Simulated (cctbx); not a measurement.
# Lattice, Laue class and space group of a new crystal

Cell: a = 4.6670 Å, b = 4.6670 Å, c = 5.7690 Å, α = 90.00°, β = 90.00°, γ = 120.00°. Expected content of the cell: Pb2 Rh2 Fe2.

The data are simulated with cctbx, not measured: Cu Kα, λ = 1.54184 Å, to d = 0.83 Å, 80 % of the full sphere, strongest reflection 40000 counts, noise from counting, a 1.5 % proportional error and a noise floor of 15 counts (s.d.); no absorption.

Tests on the unmerged data give:

```text
644 reflections to d = 0.835 A
centring   violations  <I/sigma> of those
    A        263 of   309     30.2
    B        269 of   317     30.0
    C        274 of   324     29.8
    I        269 of   319     29.9
    R        372 of   443     29.0
    F        403 of   475     30.0
Laue class    unique    Rint  (classes that these axes allow; Friedel mates merged)
P -1              386   0.012
P 1 1 2/m         221   0.014
P -3              136   0.015
P -3 1 m           84   0.015
P -3 m 1           94   0.015
P 6/m              78   0.015
P 6/m m m          60   0.015
space group    extra absences  I>4sigma  <I/sigma>
P 6 2 2                 0          0         -  acentric
P 63 2 2                4          0       0.1  acentric
P 6 m m                 0          0         -  acentric
P 63 m c               47          0      -0.1  acentric
P -6 m 2                0          0         -  acentric
P -6 2 m                0          0         -  acentric
P -6 2 c               47          0      -0.1  acentric
P 6/m m m               0          0         -  centric
P 63/m m c             47          0      -0.1  centric
Wilson B = 0.76 A^2   <|E^2-1|> = 0.661 (0.968 centric, 0.736 acentric)   E^2>4: 0.0 %
shell (A)         n   <I/sigma>
 5.77 - 1.42     17     80.6
 1.42 - 1.13     12     98.3
 1.13 - 0.99     12     77.7
 0.99 - 0.90      9    106.9
 0.90 - 0.84     10     99.5
```

**Question.** What are the lattice type, the Laue class and the likely space group?

Every centring test has many violations, so the lattice is primitive.

Rint stays low (0.012 to 0.015) up to P 6/m m m, the highest class in these axes.

9 settings pass the absence test. The most absences obeyed, 47, belong to P 63 m c, P -6 2 c and P 63/m m c, which absences can't tell apart.

⟨|E²−1|⟩ = 0.661 leans to a non-centrosymmetric structure, or to twinning, which lowers it. Here that hint misleads: the statistic assumes many like atoms on general positions, and few, heavy or special-position atoms break it. The Wilson B of 0.76 Å² means U ≈ 0.0096 Å².

The true group is P6_3/mmc (no. 194), Laue class 6/mmm, centrosymmetric. The tables only narrow the choice to the tied entries; cell content, site symmetry and trial solutions must settle it.

The model is made up (kin elements in a known structure type, no relaxation), so it says nothing on whether the phase exists.

[Logs are printed without paths, hosts, clocks, repeated set-up lines and the standing remarks that a program may print on its own settings, such as how far it seeks lower states.]
